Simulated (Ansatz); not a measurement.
# HfC (model cell, started as zinc blende): from the cell to its phonons

Aim: the vibrations of HfC (model cell, started as zinc blende), their spectra, and whether the structure is stable.

Program: Ansatz 0.2.0. Level of theory: DFT PBEsol, scalar-relativistic, plane waves, PAW. Results are calculated unless marked as measured.

The structure was built from a prototype and need not be the compound's stable phase.

## (1) The structure

Symmetry: F-43m, No. 216, cubic system. The conventional cell has a = 4.798 Å, b = 4.798 Å, c = 4.798 Å, α = 90.00°, β = 90.00°, γ = 90.00°. Nearest to Hf lie 4 C at 2.08 Å. Nearest to C lie 4 Hf at 2.08 Å. Farther neighbours are not listed.

## (2) Rough relaxation

The start is far from rest, so a relaxation with loose tolerances brings it close first.

Contents of input.yaml:

```yaml
crystal:
  lattice:
    - [0.0, 2.39877, 2.39877]
    - [2.39877, 0.0, 2.39877]
    - [2.39877, 2.39877, 0.0]
  atoms:
    - { symbol: Hf, position: [0.0, 0.0, 0.0] }
    - { symbol: C, position: [0.25, 0.25, 0.25] }
kpoints:
  mp_grid: { grid: [8, 8, 8] }
hamiltonian:
  xc: pbesol
scf:
  occupations: { method: gaussian, width: 0.1 }
output:
  forces: true
  stress: true
  eigenvalues: true
relax:
  adjacent_minimum: "off"
  f_tol: 0.05
  max_steps: 80
  cell: { stress_tol: 0.5 }
```

Launch:

```bash
> ansatz run input.yaml --threads 4 --pin off --max-ram 7168MiB --backend cpu --events-out ev --progress --plain --runs-dir out
```

Numbers of over 12 decimals in the logs are rounded to 6 here.

Log:

```text
The last accepted step is kept in <dir> (removed where the run ends without a failure and the disk answers)
Engine: ansatz 0.2.0, aarch64-unknown-linux-gnu
Pseudopotentials: kind: paw
Pseudopotential: Hf, paw, valence charge 26, recommended cutoff 420 eV (normal), Hf.paw.azcp
Pseudopotential: C, paw, valence charge 4, recommended cutoff 420 eV (normal), C.paw.azcp
Functional definition: PBEsol
  exchange = pbesol_x
[...]
--- Relaxed structure (3 steps of the walk, 3 accepted, 1 SCFs on fresh bases) ---
  F+E_penalty+E_count = -15845.24472351 eV   max|allowed force component| = 5.042e-16 eV/Å   (the final SCF, on the basis selected at the relaxed cell)
  cell:  # Å, volume = 31.1435 Å³
    - [0, 2.497158, 2.497158]
    - [2.497158, 0, 2.497158]
    - [2.497158, 2.497158, 0]
  atoms:
    - { symbol: Hf, position: [0, 0, 0] }
    - { symbol: C, position: [0.25, 0.25, 0.25] }
[key lines of the parts left out:]
SCF converged after 6 iterations
Free energy (F): -15845.244724 eV
Fermi energy:    15.257745 eV
P = ⅓ Tr σ = 0.0747 GPa (0.747 kbar)
```

It took 2.8 s on 4 threads of Arm Neoverse V2, shared host; peak memory 0.32 GiB.

Step by step:

```
step  energy less that of the first step (eV)  largest force component (eV/Å)  pressure (GPa)  volume (Å³)
   1                                   0.0000                          0.0000           24.33        27.61
   2                                  -0.2345                          0.0000           -1.73        31.43
   3                                  -0.2367                          0.0000           -0.24        31.14
  4*                                  -0.2456                          0.0000            0.07        31.14
```

Relaxation steps marked * repeat the geometry before them on a plane-wave basis chosen anew for their cell, so energy and pressure can jump there.

Forces are held to the 24 operations that the run works with; a distortion that breaks them can't arise in this run.

```
conventional cell, symmetrised  before  after   change
                         a (Å)   4.798  4.994   +4.1 %
                         b (Å)   4.798  4.994   +4.1 %
                         c (Å)   4.798  4.994   +4.1 %
              volume (Å³/atom)   13.80  15.57  +12.8 %
```

Final coordinates:

```cif
data_structure
_symmetry_space_group_name_H-M 'P 1'
_symmetry_Int_Tables_number 1
_cell_length_a 3.5315
_cell_length_b 3.5315
_cell_length_c 3.5315
_cell_angle_alpha 60.000
_cell_angle_beta 60.000
_cell_angle_gamma 60.000
_cell_volume 31.14
loop_
_atom_site_label
_atom_site_type_symbol
_atom_site_fract_x
_atom_site_fract_y
_atom_site_fract_z
_atom_site_occupancy
Hf1 Hf 0.00000 0.00000 0.00000 1
C2 C 0.25000 0.25000 0.25000 1
```

Numbers from this step:

```
pressure           : 0.07467 GPa
volume per atom    : 15.57 Å³
gap on the k-mesh  : 0.1878 eV
direct gap on mesh : 0.1878 eV
```

In this step the volume went from 13.80 to 15.57 Å³/atom.

## (3) Bringing the structure to rest

Harmonic phonons are second derivatives at a point where the forces vanish, and they are wanted at zero stress, so atoms and cell are relaxed first.

Contents of input.yaml:

```yaml
crystal:
  lattice:
    - [0.0, 2.4971575372, 2.4971575372]
    - [2.4971575372, 0.0, 2.4971575372]
    - [2.4971575372, 2.4971575372, 0.0]
  atoms:
    - { symbol: Hf, position: [0.0, 0.0, 0.0] }
    - { symbol: C, position: [0.25, 0.25, 0.25] }
kpoints:
  mp_grid: { grid: [10, 10, 10] }
hamiltonian:
  xc: pbesol
scf:
  occupations: { method: gaussian, width: 0.01 }
output:
  forces: true
  stress: true
  eigenvalues: true
relax:
  adjacent_minimum: "off"
  f_tol: 0.005
  max_steps: 80
  cell: { stress_tol: 0.05 }
```

Log:

```text
[...]
Crystal: 2 atoms, lattice volume = 31.144 Å³
Basis set: ecut = 420 eV, 609 PW (Γ), exchange–correlation on 48×48×48 points (8 copies of the dense FFT grid, shifted against one another)
Bands: 19, of which v1, the nominal top of the filled ones, is band 15 counted from 1 (14 counted from 0)
Symmetry: 24 space group operations
[...]
k-points: 47 of 1000 (time reversal used)
[...]
k-point 46: bands = [... 11 lower, 6.8239, 11.8926, 13.4330, 15.1290, 15.3392, 18.7236, 20.2648, 21.5994]
--- Relaxed structure (2 steps of the walk, 2 accepted, 1 SCFs on fresh bases) ---
[...]
cell:  # Å, volume = 31.1778 Å³
    - [0, 2.498073, 2.498073]
    - [2.498073, 0, 2.498073]
    - [2.498073, 2.498073, 0]
  atoms:
    - { symbol: Hf, position: [0, 0, 0] }
    - { symbol: C, position: [0.25, 0.25, 0.25] }
[key lines of the parts left out:]
SCF converged after 8 iterations
Free energy (F): -15845.243924 eV
Fermi energy:    15.234107 eV
P = ⅓ Tr σ = -0.0387 GPa (-0.387 kbar)
```

Elapsed: 2.9 s, on 4 threads; peak memory 0.34 GiB; 8.9 s of CPU time.

Little changed from the start: no atom moved by 0.005 Å and no cell edge by 0.1 %.

Numbers from this step:

| Property | Result |
| --- | --- |
| pressure | -0.03870 GPa |
| gap on the k-mesh | 0.2103 eV |
| volume per atom | 15.59 Å³ |
| direct gap on mesh | 0.2103 eV |

In this step the volume went from 15.57 to 15.59 Å³/atom.

## (4) Tight relaxation

Phonons need a cell at rest on their own settings, so the relaxation is repeated with tight tolerances on forces and stress on the k mesh and occupations of the first response run.

input.yaml, the sections that differ from step 3:

```yaml
crystal:
  lattice:
    - [0.0, 2.4980729521, 2.4980729521]
    - [2.4980729521, 0.0, 2.4980729521]
    - [2.4980729521, 2.4980729521, 0.0]
  atoms:
    - { symbol: Hf, position: [0.0, 0.0, 0.0] }
    - { symbol: C, position: [0.25, 0.25, 0.25] }
kpoints:
  mp_grid: { grid: [12, 12, 12] }
relax:
  adjacent_minimum: "off"
  f_tol: 0.001
  max_steps: 60
  cell: { stress_tol: 0.01 }
# hamiltonian, scf, output: as in step 3
```

Log:

```text
[...]
Crystal: 2 atoms, lattice volume = 31.178 Å³
Basis set: ecut = 420 eV, 609 PW (Γ), exchange–correlation on 48×48×48 points (8 copies of the dense FFT grid, shifted against one another)
Bands: 19, of which v1, the nominal top of the filled ones, is band 15 counted from 1 (14 counted from 0)
Symmetry: 24 space group operations
[...]
k-points: 72 of 1728 (time reversal used)
[...]
k-point 71: bands = [... 11 lower, 6.8287, 12.1731, 13.0980, 15.1377, 15.3226, 18.6849, 20.2732, 21.6646]
--- Relaxed structure (2 steps of the walk, 2 accepted, 1 SCFs on fresh bases) ---
[...]
cell:  # Å, volume = 31.1732 Å³
    - [0, 2.497950, 2.497950]
    - [2.497950, 0, 2.497950]
    - [2.497950, 2.497950, 0]
  atoms:
    - { symbol: Hf, position: [0, 0, 0] }
    - { symbol: C, position: [0.25, 0.25, 0.25] }
[key lines of the parts left out:]
SCF converged after 10 iterations
Free energy (F): -15845.243785 eV
Fermi energy:    15.230142 eV
P = ⅓ Tr σ = 0.0053 GPa (0.053 kbar)
```

Elapsed: 3.5 s, on 4 threads; peak memory 0.37 GiB.

Little changed from the start: no atom moved by 0.005 Å and no cell edge by 0.1 %.

Numbers from this step:

```yaml
pressure: 0.005265 GPa
gap_on_the_k_mesh: 0.1849 eV
direct_gap_on_mesh: 0.1849 eV
```

The forces vanish by symmetry and the pressure is 0.005 GPa, within the tolerances set. The cell now holds 15.59 Å³/atom.

## (5) Zone-centre response

The zone centre comes first: it holds the modes that light can see, as far as symmetry allows. No field response is asked.

input.yaml, the sections that differ from step 4:

```yaml
crystal:
  lattice:
    - [0.0, 2.4979497977, 2.4979497977]
    - [2.4979497977, 0.0, 2.4979497977]
    - [2.4979497977, 2.4979497977, 0.0]
  atoms:
    - { symbol: Hf, position: [0.0, 0.0, 0.0] }
    - { symbol: C, position: [0.25, 0.25, 0.25] }
output:
  eigenvalues: true
phonons:
  method: dfpt
# kpoints, hamiltonian, scf: as in step 4
# relax: removed
```

Log:

```text
zone centre: on kpoints.mp_grid the ground state, and the responses unless they are solved on pairs of k-points, stand on 163 of the mesh's 1728 k-points, reduced under 8 symmetry operations, with k and −k counted as one. Each operation leaves every solved displacement unchanged or reverses it
[...]
Crystal: 2 atoms, lattice volume = 31.173 Å³
Basis set: ecut = 420 eV, 609 PW (Γ), exchange–correlation on 48×48×48 points (8 copies of the dense FFT grid, shifted against one another)
Bands: 19, of which v1, the nominal top of the filled ones, is band 15 counted from 1 (14 counted from 0)
Symmetry: 24 space group operations
k-points: 163 of 1728 (irreducible under 8 space group operations, time reversal used)
[...]
SCF iter   1: F=—  HF=-15845.246569 eV  |F-HF|=—  |Δ(HF+E_count)|=         —  Δρ=5.42e-3  dr2=1.54e-2  ethr=1.77e-3  ⟨swp⟩=4.8  Hψ=12627  notcnv=0
[...]
SCF iter   8: F=-15845.243785 eV  HF=-15845.243785 eV  |F-HF|=5.46e-12  |Δ(HF+E_count)|=  2.73e-11  Δρ=9.76e-8  dr2=1.68e-12  ethr=1.00e-12  ⟨swp⟩=5.8  Hψ=14641  notcnv=0
SCF 1 converged in 8 iterations: F = -15845.243785 eV  dr2 = 1.68e-12
[...]
DFPT response loops at Γ: preconditioner auto → none (the input reference at scf.mixing.eps_inf says where Resta's filter doesn't serve); β = 0.50; Broyden in place of MSR1
SCF converged after 8 iterations
Free energy (F): -15845.243785 eV
[...]
Internal energy: -15845.243785 eV  (E = F + TS)
E sigma→0 (E₀):  -15845.243785 eV
Fermi energy:    15.230142 eV
[...]
--- Band table (eV; the first three rows and the last of 163) ---
  k-point 0: bands = [... 11 lower, 4.8206, 12.7610, 12.7610, 12.7610, 18.5001, 18.7280, 18.7280, 24.3988]
  k-point 1: bands = [... 11 lower, 4.8903, 12.5931, 12.8219, 12.8219, 18.6247, 18.6247, 18.8454, 24.1874]
  k-point 2: bands = [... 11 lower, 5.1103, 12.2402, 12.9784, 12.9784, 18.4410, 18.4410, 19.6447, 23.7808]
  k-point 162: bands = [... 11 lower, 6.8287, 12.1731, 13.0980, 15.1377, 15.3226, 18.6849, 20.2732, 21.6646]
--- Phonons (Γ-DFPT): 2 representative perturbations + reference, on 163 of 1728 k-points (Σ response iterations 6) ---
  k mesh reduced under 8 symmetry operations, with k and −k counted as one. Each operation leaves every solved displacement unchanged or reverses it
  ASR residual: 8.313e-5 → 0.000e0 eV/Å²; symmetrization residual: 3.189e-7 eV/Å²
  ASR residual per site (eV/Å²): 8.31e-5 1.69e-5
  Γ frequencies (cm⁻¹): 0.00 0.00 0.00 558.14 558.14 558.14
  non-analytic LO–TO correction: not included (Born effective charges unavailable; polar crystals: no LO–TO splitting at Γ)
```

Elapsed: 7.8 s, on 4 threads; peak memory 0.58 GiB.

This step gave:

- sum-rule residual before enforcement: 8.31e-5 eV/Å²
- point group: -43m
- highest optical mode at the zone centre (no LO-TO term): 558.1 cm⁻¹
- lowest optical zone-centre mode: 558.1 cm⁻¹

Without the LO-TO term. Patterns of degenerate modes are one choice out of their space. Modes at Γ, with each element's share of the kinetic energy:

```
mode  frequency (cm⁻¹)  symmetry  Hf %  C %
   1               0.0  acoustic    94    6
   2               0.0  acoustic    94    6
   3               0.0  acoustic    94    6
   4             558.1        T2     6   94
   5             558.1        T2     6   94
   6             558.1        T2     6   94
```

Displacements in mode 6 (558.1 cm⁻¹), the largest set to 1:
```
Hf1 -0.07  0.00  0.00
C2   1.00  0.00  0.00
```

Before it was imposed, the acoustic sum rule was missed by 8.3e-5 eV/Å². Small misses are needed for a sound result but don't prove that mesh and cutoff are converged. The lowest optical mode is real, 558 cm⁻¹.

(Part 1 of 3 ends here.)

[Logs are printed without paths, hosts, clocks, repeated set-up lines and the standing remarks that a program may print on its own settings, such as how far it seeks lower states.]

[Hosts, paths, dates, database ids (printed as entryN), source tags and the programs' standing remarks are cut or masked in the printed files.]
